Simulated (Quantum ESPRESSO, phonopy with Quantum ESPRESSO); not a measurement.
## LiF (Fm-3m): phonons against volume

Wanted: mode Grüneisen parameters of LiF and a free-energy fit over volumes.

Measurements to reproduce:
- volume expansion coefficient 99.6 1e-6/K and heat capacity C_P per formula unit 42 J/mol/K near room temperature (given in “High-Throughput Prediction of Finite-Temperature Properties using the Quasi-Harmonic Approximation”, 2016, arXiv:1603.06924)
- volume expansion coefficient 106.5 1e-6/K near room temperature (given in “Descriptors for thermal expansion in solids”, 2017, arXiv:1701.03966)

Program: Quantum ESPRESSO 7.5. Level of theory: DFT LDA, scalar-relativistic, plane waves, GBRV ultrasoft pseudopotentials. Results are calculated unless marked as measured.

Most raw output is cut from this account.

### 1. The starting structure

It takes space group Fm-3m (No. 225, cubic). Conventional cell: a = 4.028 Å, b = 4.028 Å, c = 4.028 Å, α = 90.00°, β = 90.00°, γ = 90.00°. Li has 6 F at 2.01 Å nearest. Nearest to F lie 6 Li at 2.01 Å. Farther neighbours and most contacts between anions are not listed.

### 2. A first coarse run

Before spending time, one coarse run tells the gap and the pressure of the starting cell.

Contents of probe.in:

```
&CONTROL
  calculation = 'scf'
  prefix      = 'x'
  outdir      = './tmp'
  pseudo_dir  = './pseudo'
  tprnfor     = .true.
  tstress     = .true.
  verbosity   = 'high'
/
&SYSTEM
  ibrav       = 0
  nat         = 2
  ntyp        = 2
  ecutwfc     = 45.0
  ecutrho     = 270.0
  occupations = 'smearing'
  smearing    = 'gaussian'
  degauss     = 0.01
/
&ELECTRONS
  conv_thr         = 1.0d-07
  mixing_beta      = 0.7
  electron_maxstep = 100
/
ATOMIC_SPECIES
 Li      6.9400  Li.upf
 F      18.9984  F.upf
CELL_PARAMETERS angstrom
     0.000000000    2.014000000    2.014000000
     2.014000000    0.000000000    2.014000000
     2.014000000    2.014000000    0.000000000
ATOMIC_POSITIONS crystal
 Li     0.000000000   0.000000000   0.000000000
 F      0.500000000   0.500000000   0.500000000
K_POINTS automatic
 8 8 8 0 0 0
```

Started as:

```sh
> OMP_NUM_THREADS=1 mpirun -n 8 pw.x -nk 8 -in probe.in > probe.out
```

Elapsed: 1.1 s, on 8 MPI ranks of Arm Neoverse V2, shared host.

This step gave:

| Property | Result |
| --- | --- |
| volume per atom | 8.169 Å³ |
| pressure | -6.227 GPa |
| gap on the k-mesh | 8.813 eV |

The start is under -6.2 GPa at this level and looks like an insulator or semiconductor on this mesh.

### 3. Finding the static equilibrium

The vibrations must be taken about the equilibrium of this functional, not about the starting cell, so the structure is relaxed.

Contents of relax.in:

```
&CONTROL
  calculation   = 'vc-relax'
  prefix        = 'x'
  outdir        = './tmp'
  pseudo_dir    = './pseudo'
  tprnfor       = .true.
  tstress       = .true.
  forc_conv_thr = 2.0d-05
  etot_conv_thr = 1.0d-07
  nstep         = 40
/
&SYSTEM
  ibrav       = 0
  nat         = 2
  ntyp        = 2
  ecutwfc     = 45.0
  ecutrho     = 270.0
  occupations = 'fixed'
  nbnd        = 7
/
&ELECTRONS
  conv_thr         = 1.0d-11
  mixing_beta      = 0.7
  electron_maxstep = 100
/
&IONS
/
&CELL
  press_conv_thr = 0.1
/
ATOMIC_SPECIES
 Li      6.9400  Li.upf
 F      18.9984  F.upf
CELL_PARAMETERS angstrom
     0.000000000    2.014000000    2.014000000
     2.014000000    0.000000000    2.014000000
     2.014000000    2.014000000    0.000000000
ATOMIC_POSITIONS crystal
 Li     0.000000000   0.000000000   0.000000000
 F      0.500000000   0.500000000   0.500000000
K_POINTS automatic
 10 10 10 0 0 0
```

Started as:

```sh
> OMP_NUM_THREADS=1 mpirun -n 8 pw.x -nk 8 -in relax.in > relax.out
```

The job ended after 3.4 s (8 MPI ranks; 26 s of CPU time).

The steps of the relaxation:

```
step  energy less that of the first step (eV)  largest force (eV/Å)  volume (Å³)
   1                                   0.0000                0.0000        16.34
   2                                  -0.0173                0.0000        15.82
   3                                  -0.0289                0.0000        15.06
   4                                  -0.0291                0.0000        14.96
   5                                  -0.0291                0.0000        14.97
   6                                  -0.0290                0.0000        14.97
```

```
conventional cell, symmetrised  before  after  change
                         a (Å)   4.028  3.912  -2.9 %
                         b (Å)   4.028  3.912  -2.9 %
                         c (Å)   4.028  3.912  -2.9 %
              volume (Å³/atom)    8.17   7.48  -8.4 %
```

Final coordinates:

```cif
data_structure
_symmetry_space_group_name_H-M 'P 1'
_symmetry_Int_Tables_number 1
_cell_length_a 2.7662
_cell_length_b 2.7662
_cell_length_c 2.7662
_cell_angle_alpha 60.000
_cell_angle_beta 60.000
_cell_angle_gamma 60.000
_cell_volume 14.97
loop_
_atom_site_label
_atom_site_type_symbol
_atom_site_fract_x
_atom_site_fract_y
_atom_site_fract_z
_atom_site_occupancy
Li1 Li 0.00000 0.00000 0.00000 1
F2 F 0.50000 0.50000 0.50000 1
```

This step gave:

| Item | Value |
| --- | --- |
| volume per atom | 7.483 Å³ |
| pressure | -0.009 GPa |
| gap on the k-mesh | 9.642 eV |

After the last step pw.x solved the final cell once more on a basis chosen for it, which moves the energy without moving the atoms.

### 4. Self-consistent run

A tight ground state at this cell gives the energy of this member; its pressure is the stress at this cutoff, which can carry an offset from the finite basis.

Contents of scf.in:

```
&CONTROL
  calculation = 'scf'
  prefix      = 'x'
  outdir      = './tmp'
  pseudo_dir  = './pseudo'
  tprnfor     = .true.
  tstress     = .true.
/
&SYSTEM
  ibrav       = 0
  nat         = 2
  ntyp        = 2
  ecutwfc     = 45.0
  ecutrho     = 270.0
  occupations = 'fixed'
  nbnd        = 7
/
&ELECTRONS
  conv_thr         = 1.0d-12
  mixing_beta      = 0.7
  electron_maxstep = 100
/
ATOMIC_SPECIES
 Li      6.9400  Li.upf
 F      18.9984  F.upf
CELL_PARAMETERS angstrom
     0.000000000    1.955965703    1.955965703
     1.955965703    0.000000000    1.955965703
     1.955965703    1.955965703    0.000000000
ATOMIC_POSITIONS crystal
 Li     0.000000000   0.000000000   0.000000000
 F      0.500000000   0.500000000   0.500000000
K_POINTS automatic
 10 10 10 0 0 0
```

Started as:

```sh
> OMP_NUM_THREADS=1 mpirun -n 8 pw.x -nk 8 -in scf.in > scf.out
```

Run time: 1.3 s. Hardware: 8 MPI ranks.

On a basis chosen for the relaxed cell the pressure is -0.009 GPa, small enough for phonons.

### 5. Born charges and dielectric tensor

In a polar crystal the Born charges and ε∞ give the long-range dipole term that a finite supercell misses. They are those of this k-mesh and were not tested on a denser one; where the gap is small they converge slowly, and the LO modes with them.

Contents of ph.in:

```
phonons
&INPUTPH
  prefix = 'x'
  outdir = './tmp'
  fildyn = 'x.dyn'
  tr2_ph = 1.0d-18
  epsil  = .true.
/
0.000000000 0.000000000 0.000000000
```

scf.in is that of step 4.

Started as:

```sh
> OMP_NUM_THREADS=1 mpirun -n 8 ph.x -nk 8 -in ph.in > ph.out
```

Elapsed: 7.4 s, on 8 MPI ranks.

This step gave:

```
Γ frequencies : -14.73, -14.73, -14.73, 343.2, 343.2, 343.2 cm⁻¹ (negative: imaginary)
Γ symmetry    : T_1u G_15 G_4- I, T_1u G_15 G_4- I, T_1u G_15 G_4- I, T_1u G_15 G_4- I, T_1u G_15 G_4- I, T_1u G_15 G_4- I
```

ε∞:

```
2.11 0.00 0.00
0.00 2.11 0.00
0.00 0.00 2.11
```

Born charge (rows field, columns displacement), before the sum rule (e), principal values of the symmetric part by kind of site:

```
atom  atoms with these values    low  middle   high   mean
 Li1                        1   1.03    1.03   1.03   1.03
  F2                        1  -1.04   -1.04  -1.04  -1.04
```

In full for Li1:

```
1.03 0.00 0.00
0.00 1.03 0.00
0.00 0.00 1.03
```

The Born charges sum to zero within 0.0051 e; the rest is removed before use. Acoustic frequencies in this log differ from zero by the error of the sum rule, which ph.x does not impose.

### 6. Forces on a displaced cell

One atom (for the harmonic constants) or a pair of atoms (for the cubic ones) is moved by a few hundredths of an ångström; the forces on all atoms give a column of force constants. The threshold is tight because the forces are small.

System of this step: LiF. The structure is orthorhombic, space group Imm2 (No. 44). The conventional cell has a = 5.532 Å, b = 7.824 Å, c = 5.532 Å, α = 90.00°, β = 90.00°, γ = 90.00°. Nearest to Li lie 6 F at 1.94 to 1.97 Å. Li has 6 F at 1.96 Å nearest. Nearest to Li lie 6 F at 1.96 Å. Nearest to F lie 6 Li at 1.96 Å. Farther neighbours and most contacts between anions are not listed.

Contents of disp-00001.in:

```
&CONTROL
  calculation = 'scf'
  prefix      = 'x'
  outdir      = './tmp'
  pseudo_dir  = './pseudo'
  tprnfor     = .true.
  disk_io     = 'none'
/
&SYSTEM
  ibrav       = 0
  nat         = 16
  ntyp        = 2
  ecutwfc     = 45.0
  ecutrho     = 270.0
  occupations = 'fixed'
  nbnd        = 42
/
&ELECTRONS
  conv_thr         = 1.0d-11
  mixing_beta      = 0.7
  electron_maxstep = 100
/
ATOMIC_SPECIES
 Li      6.9400  Li.upf
 F      18.9984  F.upf
CELL_PARAMETERS angstrom
     0.000000000    3.911931406    3.911931406
     3.911931406    0.000000000    3.911931406
     3.911931406    3.911931406    0.000000000
ATOMIC_POSITIONS crystal
 Li     0.003615129   0.000000000   0.000000000
 Li     0.500000000   0.000000000   0.000000000
 Li     0.000000000   0.500000000   0.000000000
 Li     0.500000000   0.500000000   0.000000000
 Li     0.000000000   0.000000000   0.500000000
 Li     0.500000000   0.000000000   0.500000000
 Li     0.000000000   0.500000000   0.500000000
 Li     0.500000000   0.500000000   0.500000000
 F      0.250000000   0.250000000   0.250000000
 F      0.750000000   0.250000000   0.250000000
 F      0.250000000   0.750000000   0.250000000
 F      0.750000000   0.750000000   0.250000000
 F      0.250000000   0.250000000   0.750000000
 F      0.750000000   0.250000000   0.750000000
 F      0.250000000   0.750000000   0.750000000
 F      0.750000000   0.750000000   0.750000000
K_POINTS automatic
 4 4 4 0 0 0
```

Started as:

```sh
> OMP_NUM_THREADS=1 mpirun -n 4 pw.x -nk 4 -in disp-00001.in > disp-00001.out
```

Run time: 25 s. Hardware: 4 MPI ranks.

Numbers from this step:

- gap on the k-mesh: 9.640 eV

Force by atom:

```
atom  x (eV/Å)  y (eV/Å)  z (eV/Å)    size
 Li1    0.0000   -0.0623   -0.0623  0.0881
 Li2    0.0000    0.0241    0.0241  0.0341
 Li3    0.0174   -0.0025    0.0066  0.0188
 Li4   -0.0174    0.0066   -0.0025  0.0188
 Li5    0.0174    0.0066   -0.0025  0.0188
 Li6   -0.0174   -0.0025    0.0066  0.0188
 Li7    0.0000   -0.0108   -0.0108  0.0152
 Li8    0.0000    0.0095    0.0095  0.0134
  F9   -0.0001   -0.0016   -0.0016  0.0023
 F10   -0.0001    0.0050    0.0050  0.0070
 F11    0.0000    0.0083    0.0050  0.0097
 F12    0.0000    0.0049    0.0063  0.0080
 F13    0.0000    0.0050    0.0083  0.0097
 F14    0.0000    0.0063    0.0049  0.0080
 F15    0.0001    0.0050    0.0050  0.0070
 F16    0.0001   -0.0016   -0.0016  0.0023
```

At this level the gap is 9.64 eV on the k-mesh of the self-consistent run, which can miss the band edges.

### 7. Forces on a displaced cell

disp-00002.in, as its differences from disp-00001.in of step 6:

```diff
@@ -30,3 +30,3 @@
 ATOMIC_POSITIONS crystal
- Li     0.003615129   0.000000000   0.000000000
+ Li     0.000000000   0.000000000   0.000000000
  Li     0.500000000   0.000000000   0.000000000
@@ -38,3 +38,3 @@
  Li     0.500000000   0.500000000   0.500000000
- F      0.250000000   0.250000000   0.250000000
+ F      0.253615129   0.250000000   0.250000000
  F      0.750000000   0.250000000   0.250000000
```

Started as:

```sh
> OMP_NUM_THREADS=1 mpirun -n 4 pw.x -nk 4 -in disp-00002.in > disp-00002.out
```

The job ended after 26 s (4 MPI ranks; 1.7 min of CPU time).

### 8. Lattice dynamics at this volume, V/V0 1

This step: DFT LDA, scalar-relativistic, plane waves, GBRV ultrasoft pseudopotentials (phonopy with Quantum ESPRESSO 4.10.0 / 7.5).

Elapsed: 26 s, on 8 threads; 3.4 min of CPU time.

This step gave:

| Item | Value |
| --- | --- |
| point group | m-3m |
| highest frequency | 668.7 cm⁻¹ |
| Debye temperature from the second moment | 684 K |
| lowest frequency on the path | 0 cm⁻¹ |
| zero-point energy | 0.1298 eV/cell |
| Γ frequencies | 0, 0, 0, 343.6, 343.6, 343.6 cm⁻¹ (negative: imaginary) |

Phonopy, LO-TO term from ph.x's tensors. Phonon branches along the path, in cm⁻¹:

```
    point  branch 1  branch 2  branch 3  branch 4  branch 5  branch 6
        Γ         0         0         0       344       344       669
  halfway       183       183       282       374       374       587
        X       252       252       376       381       381       486
  halfway       250       275       370       374       400       478
        U       247       317       350       354       452       460
jump to K       247       317       350       354       452       460
  halfway       194       209       292       306       389       620
        Γ         0         0         0       344       344       669
  halfway       161       161       268       334       334       653
        L       232       232       320       320       397       626
  halfway       247       277       339       368       387       554
        W       283       326       326       393       436       436
  halfway       268       277       363       387       398       471
        X       252       252       376       381       381       486
```

Harmonic. Thermo, by row:

```
T (K)  F_vib (meV/atom)  S (J/mol-atom/K)  C_V (J/mol-atom/K)
    0             64.91                 0                   0
   50             64.88             0.212               0.774
  100             64.38             2.084               5.749
  150             62.45             5.508                11.3
  200             58.61             9.339               15.27
  250              52.8             13.05                17.9
  300             45.13             16.48               19.66
  350             35.77             19.61               20.86
  400             24.86             22.45               21.71
  450             12.54             25.04               22.32
  500             -1.06             27.42               22.78
  550            -15.84             29.61               23.14
  600            -31.72             31.64               23.41
  650             -48.6             33.52               23.62
  700            -66.43             35.27                23.8
  750            -85.14             36.92               23.94
  800            -104.7             38.47               24.06
  850              -125             39.93               24.16
  900            -146.1             41.31               24.24
  950            -167.8             42.63               24.31
 1000            -190.2             43.88               24.37
```

The modes has structure finer than the step of the table below, so its rows give means over 25 cm⁻¹, whole bins alone (the curve runs from -10 to 698 cm⁻¹). Peaks (cm⁻¹: height): F 243.9: 0.0255, 355.2: 0.0217; Li 377.5: 0.0192, 618.0: 0.00548.

Phonopy on the run's constants, 21x21x21 mesh, Gaussian sigma 5.1 cm⁻¹. Table of modes by wavenumber; means over each step; values in 1/cm⁻¹/cell:

```
wavenumber (cm⁻¹)        F       Li
               25   5.0e-5   1.8e-5
               50   2.0e-4   7.3e-5
               75   4.3e-4   1.5e-4
              100   8.8e-4   2.8e-4
              125  0.00146   4.4e-4
              150  0.00246   6.6e-4
              175  0.00406   9.4e-4
              200  0.00687  0.00124
              225   0.0159  0.00170
              250   0.0224  0.00208
              275   0.0125  0.00104
              300  0.00909  0.00398
              325  0.00896   0.0159
              350   0.0190   0.0178
              375   0.0103   0.0182
              400  0.00202   0.0113
              425   2.3e-4  0.00627
              450   1.9e-5  0.00213
              475   4.1e-5  0.00418
              500   1.2e-4  0.00461
              525   2.0e-4  0.00450
              550   2.9e-4  0.00471
              575   4.1e-4  0.00498
              600   5.5e-4  0.00522
              625   7.2e-4  0.00484
              650   6.5e-4  0.00251
              675   1.0e-4   3.0e-4
```

No LO-TO term. Modes at Γ, with each element's share of the kinetic energy:

```
mode  frequency (cm⁻¹)  symmetry  Li %  F %
   1               0.0       T1u    27   73
   2               0.0       T1u    27   73
   3               0.0       T1u    27   73
   4             343.6       T1u    73   27
   5             343.6       T1u    73   27
   6             343.6       T1u    73   27
```

Displacements in mode 4 (343.6 cm⁻¹), the largest set to 1:
```
Li1  0.00  0.00  1.00
F2   0.00  0.00 -0.37
```

No mode is imaginary beyond numerical noise along the path.

The time given is that of the 2 pw.x runs on displaced cells behind this step.

### 9. Self-consistent run, V/V0 1.015

This step: DFT LDA, scalar-relativistic, plane waves, GBRV ultrasoft pseudopotentials (Quantum ESPRESSO 7.5).

System of this step: LiF. It takes space group Fm-3m (No. 225, cubic). Conventional cell: a = 3.931 Å, b = 3.931 Å, c = 3.931 Å, α = 90.00°, β = 90.00°, γ = 90.00°. Li has 6 F at 1.97 Å nearest. F has 6 Li at 1.97 Å nearest. Farther neighbours and most contacts between anions are not listed.

Changes to scf.in since step 5:

```diff
@@ -26,5 +26,5 @@
 CELL_PARAMETERS angstrom
-     0.000000000    1.955965703    1.955965703
-     1.955965703    0.000000000    1.955965703
-     1.955965703    1.955965703    0.000000000
+     0.000000000    1.965697036    1.965697036
+     1.965697036    0.000000000    1.965697036
+     1.965697036    1.965697036    0.000000000
 ATOMIC_POSITIONS crystal
```

Started as:

```sh
> OMP_NUM_THREADS=1 mpirun -n 8 pw.x -nk 8 -in scf.in > scf.out
```

Elapsed: 1.2 s, on 8 MPI ranks.

At this level the gap is 9.49 eV on the k-mesh of the self-consistent run, which can miss the band edges.

### 10. Zone-centre response

ph.in is that of step 5.

scf.in is that of step 9.

Started as:

```sh
> OMP_NUM_THREADS=1 mpirun -n 8 ph.x -nk 8 -in ph.in > ph.out
```

Wall time 7.3 s (8 MPI ranks); 57 s of CPU time.

ε∞:

```
2.11 0.00 0.00
0.00 2.11 0.00
0.00 0.00 2.11
```

The Born charges sum to zero within 0.0051 e; the rest is removed before use. Acoustic frequencies in this log differ from zero by the error of the sum rule, which ph.x does not impose.

### 11. Forces on a displaced cell

System of this step: LiF. The structure is orthorhombic, space group Imm2 (No. 44). Conventional cell: a = 5.560 Å, b = 7.863 Å, c = 5.560 Å, α = 90.00°, β = 90.00°, γ = 90.00°. Nearest to Li lie 6 F at 1.95 to 1.98 Å. Li has 6 F at 1.97 Å nearest. Nearest to F lie 6 Li at 1.97 Å. Farther neighbours and most contacts between anions are not listed.

Changes to disp-00001.in since step 6:

```diff
@@ -26,7 +26,7 @@
 CELL_PARAMETERS angstrom
-     0.000000000    3.911931406    3.911931406
-     3.911931406    0.000000000    3.911931406
-     3.911931406    3.911931406    0.000000000
+     0.000000000    3.931394072    3.931394072
+     3.931394072    0.000000000    3.931394072
+     3.931394072    3.931394072    0.000000000
 ATOMIC_POSITIONS crystal
- Li     0.003615129   0.000000000   0.000000000
+ Li     0.003597232   0.000000000   0.000000000
  Li     0.500000000   0.000000000   0.000000000
```

Started as:

```sh
> OMP_NUM_THREADS=1 mpirun -n 4 pw.x -nk 4 -in disp-00001.in > disp-00001.out
```

Wall time 26 s (4 MPI ranks).

### 12. Phonons, V/V0 1.015

This step: DFT LDA, scalar-relativistic, plane waves, GBRV ultrasoft pseudopotentials (phonopy with Quantum ESPRESSO 4.10.0 / 7.5).

The job ended after 26 s (8 threads; 3.4 min of CPU time).

No mode is imaginary beyond numerical noise along the path. The highest zone-centre mode (no LO–TO term) moved by -3.9 % for a volume change of +1.5 %.

The time given is that of the 2 pw.x runs on displaced cells behind this step.

### 13. Self-consistent run, V/V0 0.985

This step: DFT LDA, scalar-relativistic, plane waves, GBRV ultrasoft pseudopotentials (Quantum ESPRESSO 7.5).

System of this step: LiF. It takes space group Fm-3m (No. 225, cubic). The conventional cell has a = 3.892 Å, b = 3.892 Å, c = 3.892 Å, α = 90.00°, β = 90.00°, γ = 90.00°. Li has 6 F at 1.95 Å nearest. F has 6 Li at 1.95 Å nearest. Farther neighbours and most contacts between anions are not listed.

Changes to scf.in since step 10:

```diff
@@ -26,5 +26,5 @@
 CELL_PARAMETERS angstrom
-     0.000000000    1.965697036    1.965697036
-     1.965697036    0.000000000    1.965697036
-     1.965697036    1.965697036    0.000000000
+     0.000000000    1.946136564    1.946136564
+     1.946136564    0.000000000    1.946136564
+     1.946136564    1.946136564    0.000000000
 ATOMIC_POSITIONS crystal
```

Started as:

```sh
> OMP_NUM_THREADS=1 mpirun -n 8 pw.x -nk 8 -in scf.in > scf.out
```

Elapsed: 1.2 s, on 8 MPI ranks.

The run ends at a pressure of 1.35 GPa.

### 14. Born charges and dielectric tensor

ph.in is that of step 10.

scf.in is that of step 13.

Started as:

```sh
> OMP_NUM_THREADS=1 mpirun -n 8 ph.x -nk 8 -in ph.in > ph.out
```

Wall time 7.3 s (8 MPI ranks); 58 s of CPU time.

ε∞:

```
2.12 0.00 0.00
0.00 2.12 0.00
0.00 0.00 2.12
```

The Born charges sum to zero within 0.0051 e; the rest is removed before use. Acoustic frequencies in this log differ from zero by the error of the sum rule, which ph.x does not impose.

[end of part 1 of 3]

[Logs are printed without paths, hosts, clocks, repeated set-up lines and the standing remarks that a program may print on its own settings, such as how far it seeks lower states.]

[Hosts, paths, dates, database ids (printed as entryN), source tags and the programs' standing remarks are cut or masked in the printed files.]

[A step with changed settings may run another functional than the one named; its input shows which.]

[Of the runs on displaced cells, only some may be shown.]
